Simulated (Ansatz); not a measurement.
# Structural relaxation of glassy Ba4.2Hf30.6O65.3 (216 atoms), part 2 of 2

Wanted: the relaxed structure of glassy Ba4.2Hf30.6O65.3 (216 atoms) and its electronic structure.

Ansatz 0.2.0; Kohn-Sham DFT, RPBE, PAW (set soft_2), plane waves.

The cell: 9 Ba, 66 Hf and 141 O. The quench rate of 20 K/ps far exceeds what a furnace or splat quench reaches. The starting topology of bonds comes from the classical model. Sampling is at Γ alone, for a cell whose shortest periodic width is 15 Å. Spin–orbit coupling is left out.

So far. Step 3 (Relaxation): The relaxation changed the energy by -61.7 meV/atom, and atoms moved by 0.36 Å r.m.s., 1.2 Å at most.

## 4. Local order after relaxation

Bonds before and after, by the cutoffs listed below:

| pair | bonds before | bonds after | mean before (Å) | mean after (Å) | spread before (Å) | spread after (Å) |
| --- | --- | --- | --- | --- | --- | --- |
| O-Hf | 404 | 397 | 2.157 | 2.142 | 0.122 | 0.114 |

Density 8.27 g/cm³, 14.19 Å³ an atom.

Pair distribution functions g(r), in bins of 0.2 Å:

| r (Å) | total | O-O | O-Hf | O-Ba | Hf-Hf | Hf-Ba | Ba-Ba |
| --- | --- | --- | --- | --- | --- | --- | --- |
| 1.90 | 0.30 | 0.00 | 0.75 | 0.00 | 0.00 | 0.00 | 0.00 |
| 2.10 | 3.27 | 0.00 | 8.19 | 0.00 | 0.00 | 0.00 | 0.00 |
| 2.30 | 0.88 | 0.00 | 2.22 | 0.00 | 0.00 | 0.00 | 0.00 |
| 2.50 | 0.34 | 0.51 | 0.21 | 0.74 | 0.00 | 0.00 | 0.00 |
| 2.70 | 1.14 | 2.14 | 0.04 | 3.80 | 0.00 | 0.00 | 0.00 |
| 2.90 | 1.25 | 2.58 | 0.09 | 2.06 | 0.00 | 0.00 | 0.00 |
| 3.10 | 1.13 | 2.27 | 0.15 | 1.01 | 0.46 | 0.00 | 0.00 |
| 3.30 | 1.00 | 1.27 | 0.32 | 1.05 | 2.90 | 0.00 | 0.00 |
| 3.50 | 0.78 | 0.72 | 0.49 | 1.09 | 1.85 | 1.67 | 0.00 |
| 3.70 | 0.84 | 0.50 | 0.76 | 0.63 | 1.95 | 3.86 | 2.17 |
| 3.90 | 1.01 | 0.57 | 1.05 | 0.57 | 2.58 | 2.96 | 0.00 |
| 4.10 | 1.12 | 1.08 | 1.11 | 0.57 | 1.34 | 1.84 | 1.81 |
| 4.30 | 1.02 | 0.90 | 1.27 | 0.62 | 0.52 | 1.90 | 1.65 |
| 4.50 | 0.95 | 0.56 | 1.48 | 0.94 | 0.45 | 1.11 | 1.44 |
| 4.70 | 0.96 | 0.60 | 1.47 | 1.03 | 0.43 | 0.74 | 0.00 |
| 4.90 | 1.02 | 0.89 | 1.34 | 1.04 | 0.33 | 0.51 | 1.24 |
| 5.10 | 1.08 | 1.07 | 1.18 | 1.48 | 0.67 | 0.63 | 0.00 |
| 5.30 | 1.04 | 1.30 | 0.82 | 1.40 | 0.69 | 0.51 | 0.00 |
| 5.50 | 1.02 | 1.29 | 0.73 | 1.72 | 0.83 | 0.27 | 0.00 |
| 5.70 | 1.02 | 1.37 | 0.76 | 0.95 | 0.82 | 0.64 | 0.00 |
| 5.90 | 1.01 | 1.08 | 0.86 | 1.05 | 1.50 | 0.65 | 0.00 |
| 6.10 | 0.98 | 0.97 | 0.93 | 0.80 | 1.27 | 1.10 | 0.81 |
| 6.30 | 0.88 | 0.90 | 0.77 | 0.60 | 1.37 | 1.09 | 0.76 |
| 6.50 | 0.97 | 0.96 | 1.00 | 0.57 | 1.16 | 0.82 | 1.42 |
| 6.70 | 0.99 | 0.91 | 1.00 | 0.85 | 1.19 | 1.92 | 1.34 |
| 6.90 | 1.02 | 0.93 | 1.10 | 0.94 | 1.08 | 1.03 | 1.27 |
| 7.10 | 0.98 | 0.88 | 1.08 | 0.82 | 0.96 | 1.10 | 2.37 |

Bonds by pair of elements; cutoffs follow the first minimum of g(r), held within bounds set by covalent radii, and pairs that aren't listed don't count as bonded:

| pair A-B | cutoff (Å) | bonds | mean length (Å) | spread (Å) | shortest (Å) | B about A | A about B |
| --- | --- | --- | --- | --- | --- | --- | --- |
| O-Hf | 2.82 | 397 | 2.14 | 0.114 | 1.91 | 2.82 | 6.01 |
| O-Ba | 3.29 | 64 | 2.83 | 0.178 | 2.49 | 0.454 | 7.11 |

The cutoff for O-Ba falls short of the minimum of g(r), so counts run low and odd coordinations can be artefacts.

How many atoms have how many bonded neighbours:

| element | mean | 2 | 3 | 4 | 5 | 6 | 7 | 8 | 9 |
| --- | --- | --- | --- | --- | --- | --- | --- | --- | --- |
| Ba | 7.11 | 0 | 0 | 0 | 0 | 1 | 7 | 0 | 1 |
| Hf | 6.01 | 0 | 0 | 0 | 8 | 50 | 7 | 1 | 0 |
| O | 3.27 | 6 | 91 | 44 | 0 | 0 | 0 | 0 | 0 |

Bond angles, per cent of each kind in bins of 5°:

| angle (°) | O-Hf-O | Hf-O-Hf | Ba-O-Hf |
| --- | --- | --- | --- |
| 60–65 | 0.5 | 0.0 | 0.0 |
| 65–70 | 1.4 | 0.0 | 0.0 |
| 70–75 | 8.2 | 0.0 | 0.0 |
| 75–80 | 13.5 | 0.0 | 0.0 |
| 80–85 | 9.3 | 1.3 | 2.5 |
| 85–90 | 9.8 | 1.8 | 9.5 |
| 90–95 | 10.5 | 6.9 | 13.3 |
| 95–100 | 7.4 | 9.5 | 18.4 |
| 100–105 | 6.3 | 21.6 | 16.5 |
| 105–110 | 3.6 | 10.3 | 8.9 |
| 110–115 | 2.5 | 2.9 | 8.9 |
| 115–120 | 1.9 | 4.5 | 8.9 |
| 120–125 | 1.7 | 7.4 | 1.9 |
| 125–130 | 2.4 | 6.1 | 1.9 |
| 130–135 | 0.9 | 6.1 | 3.2 |
| 135–140 | 2.1 | 6.1 | 2.5 |
| 140–145 | 2.2 | 4.5 | 1.9 |
| 145–150 | 3.5 | 4.8 | 1.3 |
| 150–155 | 2.1 | 3.7 | 0.6 |
| 155–160 | 3.1 | 1.3 | 0.0 |
| 160–165 | 2.4 | 1.1 | 0.0 |
| 165–170 | 2.2 | 0.3 | 0.0 |
| 170–175 | 1.9 | 0.0 | 0.0 |
| 175–180 | 0.7 | 0.0 | 0.0 |

Bond angles (no mean is given where the spread exceeds 20°):

| angle | count | mean (°) | spread (°) |
| --- | --- | --- | --- |
| O-Hf-O | 1005 | - | - |
| Hf-O-Hf | 379 | 117 | 19.5 |
| Ba-O-Hf | 158 | 106 | 14.9 |
| Ba-O-Ba | 6 | 100 | 11.3 |

Bond length by coordination (bonds to H left out):

| element | coordination | atoms | mean bond length (Å) |
| --- | --- | --- | --- |
| Ba | 6 | 1 | 2.74 |
| Ba | 7 | 7 | 2.84 |
| Ba | 9 | 1 | 2.81 |
| Hf | 5 | 8 | 2.08 |
| Hf | 6 | 50 | 2.13 |
| Hf | 7 | 7 | 2.21 |
| Hf | 8 | 1 | 2.28 |
| O | 2 | 6 | 2.01 |
| O | 3 | 91 | 2.17 |
| O | 4 | 44 | 2.35 |

First main peaks of g(r), for some of the pairs, lie near 2.9 Å (O-O), 2.1 Å (O-Hf), 2.7 Å (O-Ba) and 3.7 Å (Hf-Ba).

## 5. Single point at the relaxed geometry

One more single point at the end of the walk gives the fuller output and checks the residual forces.

Input file input.yaml:

```yaml
crystal:
  lattice:
    - [14.5266, 0.0, 0.0]
    - [0.0, 14.5266, 0.0]
    - [0.0, 0.0, 14.5266]
  atoms:
    - { symbol: Ba, position: [0.15681, 0.2657, 0.17499] }
    - { symbol: Ba, position: [0.56487, 0.08154, 0.33891] }
    - { symbol: Ba, position: [0.17708, 0.79332, 0.21374] }
    - { symbol: Ba, position: [0.68945, 0.96375, 0.09773] }
    - { symbol: Ba, position: [0.72855, 0.0733, 0.86855] }
    - { symbol: Ba, position: [0.80114, 0.48585, 0.12674] }
    - { symbol: Ba, position: [0.38737, 0.65201, 0.09134] }
    - { symbol: Ba, position: [0.80388, 0.12601, 0.54142] }
    - { symbol: Ba, position: [0.03407, 0.77246, 0.73725] }
    - { symbol: Hf, position: [0.92881, 0.90739, 0.93828] }
    - { symbol: Hf, position: [0.78822, 0.27364, 0.75298] }
    - { symbol: Hf, position: [0.50714, 0.52248, 0.90029] }
    - { symbol: Hf, position: [0.29463, 0.43375, 0.02628] }
    - { symbol: Hf, position: [0.4362, 0.95833, 0.10074] }
    - { symbol: Hf, position: [0.59189, 0.57181, 0.25468] }
    - { symbol: Hf, position: [0.26973, 0.81168, 0.70617] }
    - { symbol: Hf, position: [0.05454, 0.69521, 0.00717] }
    - { symbol: Hf, position: [0.26206, 0.87194, 0.9663] }
    - { symbol: Hf, position: [0.16372, 0.39688, 0.45982] }
    - { symbol: Hf, position: [0.80613, 0.7011, 0.57237] }
    - { symbol: Hf, position: [0.89904, 0.24386, 0.00568] }
    - { symbol: Hf, position: [0.98596, 0.32582, 0.59918] }
    - { symbol: Hf, position: [0.29086, 0.21931, 0.39231] }
    - { symbol: Hf, position: [0.77717, 0.47164, 0.63629] }
    - { symbol: Hf, position: [0.03519, 0.46758, 0.0379] }
    - { symbol: Hf, position: [0.25215, 0.03302, 0.20173] }
    - { symbol: Hf, position: [0.73152, 0.73532, 0.32901] }
    - { symbol: Hf, position: [0.4697, 0.04882, 0.89652] }
    - { symbol: Hf, position: [0.45295, 0.6959, 0.54843] }
    - { symbol: Hf, position: [0.91188, 0.89319, 0.52231] }
    - { symbol: Hf, position: [0.03247, 0.18908, 0.39245] }
    - { symbol: Hf, position: [0.37545, 0.11076, 0.57195] }
    [... 178 atom lines left out ...]
    - { symbol: O, position: [0.97879, 0.03049, 0.8677] }
    - { symbol: O, position: [0.01842, 0.22424, 0.91529] }
    - { symbol: O, position: [0.54365, 0.62856, 0.63573] }
    - { symbol: O, position: [0.45928, 0.40633, 0.37472] }
    - { symbol: O, position: [0.83203, 0.91485, 0.83245] }
    - { symbol: O, position: [0.62128, 0.80314, 0.97577] }
kpoints:
  mp_grid: { grid: [1, 1, 1] }
hamiltonian:
  xc: rpbe
scf:
  occupations: { method: gaussian, width: 0.05 }
output:
  forces: true
  stress: true
  populations: true
  dos:
    method: { smearing: { sigma: 0.15 } }
    de: 0.1
    projected: { site_lists: { Ba: [Ba], Hf: [Hf], O: [O] } }
  eigenvalues: true
  write_density: true
  write_potential: true
  volumetric_format: npy
```

The run is started by

```sh
$ ansatz run input.yaml --threads 8 --pin off --max-ram 15872MiB --backend cpu --events-out ev --progress --plain --runs-dir out
```

Numbers of over 12 decimals in the logs are rounded to 6 here.

The program printed:

```text
[...]
Crystal: 216 atoms, lattice volume = 3065.434 Å³
Basis set: ecut = 420 eV, 60005 PW (Γ), exchange–correlation on 200×200×200 points (8 copies of the dense FFT grid, shifted against one another)
Bands: 1592, of which v1, the nominal top of the filled ones, is band 1326 counted from 1 (1325 counted from 0)
Symmetry: 1 space group operations
[...]
k-points: 1
[...]
SCF iter   1: F=—  HF=-1172676.199940 eV  |F-HF|=—  |Δ(HF+E_count)|=         —  Δρ=5.96e-3  dr2=1.17e0  ethr=1.77e-3  ⟨swp⟩=6.0  Hψ=5709  notcnv=0
[...]
SCF iter  12: F=-1172676.065126 eV  HF=-1172676.065126 eV  |F-HF|=2.28e-8  |Δ(HF+E_count)|=   2.65e-7  Δρ=1.46e-6  dr2=5.90e-8  ethr=3.77e-12  ⟨swp⟩=16.0  Hψ=15558  notcnv=0
SCF 1 converged in 12 iterations: F = -1172676.065126 eV  dr2 = 5.90e-8
[...]
SCF converged after 12 iterations
Free energy (F): -1172676.065126 eV
[...]
Internal energy: -1172676.065126 eV  (E = F + TS)
E sigma→0 (E₀):  -1172676.065126 eV
Fermi energy:    13.072008 eV
[...]
--- Forces (eV/Å), atoms counted from 1 ---
  atom   1  Ba     0.00215633     0.00682535    -0.00454409
  atom   2  Ba     0.00619952    -0.00656118     0.00308744
  atom   3  Ba    -0.00298619     0.00475362     0.00061639
  atom   4  Ba     0.00656200     0.01406502    -0.00151211
  atom   5  Ba     0.00404568     0.00398863     0.01019700
  atom   6  Ba     0.00255584    -0.00125083    -0.00167344
  atom   7  Ba     0.00452392    -0.00459584     0.00046235
  atom   8  Ba     0.00132448    -0.00826915    -0.00658564
  atom   9  Ba     0.00052048     0.00202348    -0.00318619
  atom  10  Hf     0.00431819     0.00658533     0.00798226
  atom  11  Hf    -0.00355194     0.01034507    -0.00977471
  atom  12  Hf     0.00321144     0.00715211     0.00851128
  atom  13  Hf     0.00233467     0.00456681     0.00141347
  atom  14  Hf    -0.01499953     0.00867892    -0.00946685
[...]
atom 215  O     -0.00657415     0.00046170    -0.00825483
  atom 216  O     -0.00277953     0.00393116     0.00147065
  max |Σ_I F_I| component: 5.34e-5 eV/Å
--- Stress (GPa, compression-positive) ---
       -0.187430       0.311891       0.265410
        0.311891      -0.152992       0.160583
        0.265410       0.160583       0.425419
  P = ⅓ Tr σ = 0.0283 GPa (0.283 kbar)
--- Band table (eV) ---
[...]
--- Löwdin populations: 216 sites ---
  site symbol       q [e]
     0     Ba      8.1937
     1     Ba      8.1890
     2     Ba      8.1866
[...]
215      O      6.6951
  spilling = 0.003372 (of n_electrons = 2652.000000)
```

Run time: 5.2 min. Hardware: 8 threads of Arm Neoverse V1, shared host; peak memory 8.4 GiB; 40 min of CPU time.

Read from the output:

```yaml
free_energy: -1172676.0651 eV
free_energy_per_atom: -5429.0559 eV/atom
scf_cycles: 12
pressure: 0.02833 GPa
r_m_s_force_component: 0.00587 eV/Å
longest_force: 0.04532 eV/Å
fermi_energy: 13.07 eV
spacing_of_highest_filled_and_lowest_empty_level: 3.993 eV
spilling_of_the_projection: 0.003372
```

Löwdin charges by element (they lack the spilled electrons, 0.041 e an atom on average):

| element | coordination | atoms | mean charge (e) | spread | least | most |
| --- | --- | --- | --- | --- | --- | --- |
| Ba | all | 9 | 1.81 | 0.0044 | 1.81 | 1.82 |
| Hf | all | 66 | 1.45 | 0.0384 | 1.35 | 1.53 |
| O | all | 141 | -0.729 | 0.0476 | -0.873 | -0.638 |

Density of states as counts of states in windows of 1 eV (from the Fermi level), total and the larger projections:

| from (eV) | to (eV) | total | O p | Hf d | Hf f |
| --- | --- | --- | --- | --- | --- |
| -14 | -13 | 34.2 | 0.2 | 0.1 | 27.4 |
| -13 | -12 | 935.6 | 4.0 | 0.9 | 888.3 |
| -12 | -11 | 8.2 | 0.2 | 0.1 | 3.8 |
| -11 | -8 | 0.0 | 0.0 | 0.0 | 0.0 |
| -8 | -7 | 2.1 | 1.5 | 0.4 | 0.0 |
| -7 | -6 | 103.0 | 72.2 | 22.3 | 0.3 |
| -6 | -5 | 194.1 | 142.3 | 41.9 | 0.5 |
| -5 | -4 | 187.7 | 151.6 | 26.3 | 0.6 |
| -4 | -3 | 218.4 | 193.8 | 15.9 | 0.8 |
| -3 | -2 | 139.3 | 129.7 | 5.7 | 0.4 |
| -2 | -1 | 1.3 | 1.2 | 0.0 | 0.0 |
| -1 | 1 | 0.0 | 0.0 | 0.0 | 0.0 |
| 1 | 2 | 5.1 | 0.5 | 3.7 | 0.0 |
| 2 | 3 | 115.5 | 12.2 | 89.7 | 0.0 |
| 3 | 4 | 173.7 | 22.5 | 127.1 | 0.0 |
| 4 | 5 | 149.8 | 21.8 | 89.8 | 0.0 |

Between -26 and -14 eV lie 282 more states.

The stored curve holds about 2106 of the 2652 electrons; the rest, give or take the few that broadening carries across the Fermi level, lie in deeper levels below its range.

The levels nearest the highest filled one (over half full), pooled over k-points and spins:

| level less the highest filled one (eV) | occupation |
| --- | --- |
| -0.240 | 2 |
| -0.213 | 2 |
| -0.159 | 2 |
| -0.110 | 2 |
| -0.0487 | 2 |
| 0 | 2 |
| 3.99 | 0 |
| 4.00 | 0 |
| 4.06 | 0 |
| 4.11 | 0 |
| 4.15 | 0 |
| 4.17 | 0 |

Electrostatic potential energy in the ac plane at fractional y = 0.090, with atoms of Ba and Hf and O within 0.2 Å of it. With pseudopotentials it is smooth inside the atoms' cores, unlike the true potential.

Ten even steps from '0' (-29 eV) to '9' (17 eV), each cell a mean:
```
850000379999999998877789999988888999999999
861000479999987787522368999874334689999999
887556789999820157411258898741000378999998
899975688878841278655677899841001378999998
468820058655789999998951389886556789999764
015864588666789999999986788998889999998400
005899998875369999999986445789999999997400
357778999983148999999861000378999999998753
896001899998886545788861000378998888899988
998435888999862000478986545789875434689999
999999888899862000478999974489862101478999
999999999999986545789999974479863112578999
999523799999999988999999999999987667889999
988412799999999988999987778999999989999999
888888999999999999998632125899999888899999
888999999999999999998410002689998655689999
004999999756999999998621124799987422478994
226999998756889999999876678998777655689996
778899998644578999999999999994005988899998
445789988644577313899999999996337999999976
435785115888897201799999999999999999999986
677894115999999988999999999999999999999987
788888789999999999999999999999999999999997
875334789999999999999999999999999999999999
```
Columns run along a (14.5 Å; values clipped at the 3rd and 97th percentile), rows up along c (14.5 Å). Atoms in or near the plane, at fractional coordinates: Ba at (0.56, 0.34), Hf at (0.59, 0.66), Hf at (0.99, 0.73), Hf at (0.09, 0.95), O at (0.38, 0.15), O at (0.34, 0.87), O at (0.09, 0.62), O at (0.15, 0.11), O at (0.01, 0.28), O at (0.72, 0.21), O at (0.12, 0.80).

Valence density in the ac plane at fractional y = 0.090, with atoms of Ba and Hf and O within 0.2 Å of it. It is the smooth field of the valence electrons, not physical close to the nuclei.

Ten steps, logarithmic in the rise over the least value, from '0' (0 e/Å³) to '9' (24 e/Å³), each cell a mean:
```
026998410000000000112111000000111100000000
126897310000123321356420000013333200000001
212343110001256642467521000134334310000112
211134321111256531233333311123334310000122
421356642233211110001245531012222111110124
963234421233211000000123321000000011221379
963111101124542000000012453111000001111479
532332100135642100011126898411000000000135
014675310012222343111126898410000110000000
013554210001125897411012454210012333210000
000111100001025887410000135431123333310000
000111100000012343100000135531123333210000
002455310000000122110000011110001121100000
012465310000000123210011111000000000000000
011222100000000011100233332100000011100000
222100000121100000001343233200001244210011
664200001343210000000233333100011455410124
654100001343210000000012211012332233200014
332100001344311222100000000125664210000011
443111222244223565310000000024553100000002
453224664211013565310000000001111000000013
321124664200001232100000000000000000000123
321112332000000000000111000000011100000123
113453100000000000000122100000011110000011
```
Columns run along a (14.5 Å), rows up along c (14.5 Å). Atoms in or near the plane, at fractional coordinates: Ba at (0.56, 0.34), Hf at (0.59, 0.66), Hf at (0.99, 0.73), Hf at (0.09, 0.95), O at (0.38, 0.15), O at (0.34, 0.87), O at (0.09, 0.62), O at (0.15, 0.11), O at (0.01, 0.28), O at (0.72, 0.21), O at (0.12, 0.80).

Mean Löwdin charges: Ba +1.81, Hf +1.45, O -0.73 e (they miss 0.34 % of the electrons, so they add up to more than the cell's charge). The largest share in the top eV of filled states is O p (94 % of the projected weight), and in the lowest eV of empty states Hf d (82 % of the projected weight).

A closer look about O201, whose charge lies farthest from its element's mean: 13 atoms, nearest first, numbered in the order of the input, with positions taken from that point.

| atom | x | y | z | distance (Å) | bonds | Löwdin charge (e) |
| --- | --- | --- | --- | --- | --- | --- |
| O201 | 0.00 | 0.00 | 0.00 | 0.00 | 4 | -0.87 |
| Hf60 | -0.28 | 1.68 | -1.20 | 2.08 | 6 | 1.41 |
| Hf59 | 1.43 | -0.94 | 1.39 | 2.20 | 5 | 1.36 |
| Ba4 | -0.48 | -2.02 | -1.59 | 2.62 | 7 | 1.81 |
| O136 | -0.40 | 2.76 | 0.74 | 2.89 | 3 | -0.73 |
| O127 | -0.07 | -1.69 | 2.35 | 2.89 | 3 | -0.79 |
| O145 | 0.73 | 0.81 | -2.73 | 2.94 | 4 | -0.87 |
| O76 | 1.68 | 0.89 | 2.25 | 2.95 | 3 | -0.78 |
| O107 | 1.74 | 2.28 | -0.82 | 2.98 | 3 | -0.65 |
| Ba2 | -2.29 | -0.31 | 1.92 | 3.01 | 7 | 1.81 |
| O152 | 2.51 | -1.83 | -0.11 | 3.11 | 2 | -0.76 |
| Hf63 | 1.63 | 2.56 | 1.11 | 3.23 | 5 | 1.41 |
| O86 | -2.34 | 2.13 | -1.53 | 3.51 | 3 | -0.71 |

The column of bonds counts only the pairs O-Hf within 2.82 Å, O-Ba within 3.29 Å; other neighbours, such as metal atoms beside each other in a compound, aren't counted, and periodic images can show an atom twice.

## 6. Results

```json
{"energy change in the relaxation": "-61.7 meV/atom", "r.m.s. displacement": "0.357 Å", "largest displacement": "1.185 Å", "free energy per atom": "-5429.0559 eV/atom", "pressure": "0.02833 GPa", "r.m.s. force component": "0.00587 eV/Å", "gap (highest filled to lowest empty level)": "3.993 eV", "wall time of the 3 DFT runs": "60 min"}
```

What this shows: Relaxation lowers the energy by 61.7 meV/atom and moves atoms by 0.36 Å r.m.s.; the r.m.s. force component goes from 0.68 to 0.0059 eV/Å, the pressure goes from -1.6 to 0.028 GPa, and the gap from 2.90 to 3.99 eV. First to last step the energy falls by 13.328 eV; the largest move, 1.19 Å, is that of Hf15. The O-Hf bonds go from 2.157 Å (spread 0.122) to 2.142 Å (spread 0.114), and their number from 404 to 397. Filled and empty levels are parted by 3.99 eV (at Γ alone); a semilocal functional tends to put such gaps too low. In a disordered cell it changes from sample to sample, and tail or defect levels can set it.

What to keep in mind: The network of bonds at the start is that of the classical potential that made the cell; in DFT atoms moved by 0.36 Å r.m.s.

Calculation beside experiment:

| quantity | measured | this cell | difference | method of the measurement |
| --- | --- | --- | --- | --- |
| nearest Hf–O distance | 2.08 Å | 2.12 Å | +1.9 % | EXAFS fit |

The cell differs from the measured distances by up to 1.9 %. Distances of this cell are positions of the first main peak of g(r), or bond means where the peak is narrow; means over all bonds within a cutoff lie farther out for broad shells. The network comes from the model that made the cell; in DFT atoms moved by 0.36 Å r.m.s.

[Logs are printed without paths, hosts, clocks, repeated set-up lines and the standing remarks that a program may print on its own settings, such as how far it seeks lower states.]

[Hosts, paths, dates, database ids (printed as entryN), source tags and the programs' standing remarks are cut or masked in the printed files.]
